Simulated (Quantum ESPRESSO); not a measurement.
# Fixed-spin-moment curve of MnNi3

How stiff is the total moment of MnNi3, and does E(M) have further minima?

Program: Quantum ESPRESSO 7.5. Level of theory: PBEsol; plane waves with GBRV 1.5 PBEsol potentials, no spin-orbit coupling. Results are calculated unless marked as measured.

## Step 1: The starting structure

It takes space group Pm-3m (No. 221, cubic). Conventional cell: a = 3.593 Å, b = 3.593 Å, c = 3.593 Å, α = 90.00°, β = 90.00°, γ = 90.00°. Nearest to Mn lie 12 Ni at 2.54 Å. Nearest to Ni lie 4 Mn at 2.54 Å and 8 Ni at 2.54 Å. Farther neighbours are not listed.

The cell comes from the Crystallography Open Database.

## Step 2: The free run

pw.in

```
&CONTROL
  calculation = 'scf'
  prefix = 'pwscf'
  outdir = './tmp'
  pseudo_dir = './pseudo'
  disk_io = 'nowf'
/
&SYSTEM
  ibrav = 0
  nat = 4
  ntyp = 2
  ecutwfc = 40
  ecutrho = 280
  nbnd = 48
  occupations = 'smearing'
  smearing = 'fd'
  degauss = 0.00734986
  nspin = 2
  starting_magnetization(1) = 0.2333
  starting_magnetization(2) = 0.0556
/
&ELECTRONS
  conv_thr = 8d-09
  electron_maxstep = 150
  mixing_beta = 0.3
/
ATOMIC_SPECIES
Mn     54.9380 mn_pbesol_v1.5.uspp.F.UPF
Ni     58.6934 ni_pbesol_v1.4.uspp.F.UPF
CELL_PARAMETERS angstrom
   3.5930000000    0.0000000000    0.0000000000
   0.0000000000    3.5930000000    0.0000000000
   0.0000000000    0.0000000000    3.5930000000
ATOMIC_POSITIONS crystal
Mn      0.0000000000    0.0000000000    0.0000000000
Ni      0.0000000000    0.5000000000    0.5000000000
Ni      0.5000000000    0.0000000000    0.5000000000
Ni      0.5000000000    0.5000000000    0.0000000000
K_POINTS automatic
8 8 8 0 0 0
```

Command:

```console
> OMP_NUM_THREADS=1 mpirun -n 2 pw.x -nk 2 -in pw.in > pw.out
```

Then come: moment fixed at 0 μB; moment fixed at 1.21 μB; moment fixed at 2.421 μB; all moments.

What does the calculation give for the energy at zero total moment?

At zero total moment the site moments vanish, so the 1028 meV a cell is the energy of forming them. The points show one minimum alone. All runs start parallel; opposed orders may lie lower.

```
moment of the free run                              : 4.86 μB a cell
energy at zero total moment                         : 1028 meV a cell over the lowest
ΔE/ΔM² from the lowest point to 6.05 and to 3.63 μB : 109 and 47 meV/μB²
```

Energies are free energies at an electronic temperature of 1160 K, which lowers moments and differences where the moments are itinerant.

[Logs and program files are shortened in this print: banners, set-up blocks, solver, clock and traceback lines can be left out without a mark of their own.]

[Logs are printed without paths, hosts, clocks, repeated set-up lines and the standing remarks that a program may print on its own settings, such as how far it seeks lower states.]

[Hosts, paths, dates, database ids (printed as entryN), source tags and the programs' standing remarks are cut or masked in the printed files.]

[Where a cell is said to come from a database of computed structures, the database is the Materials Project.]
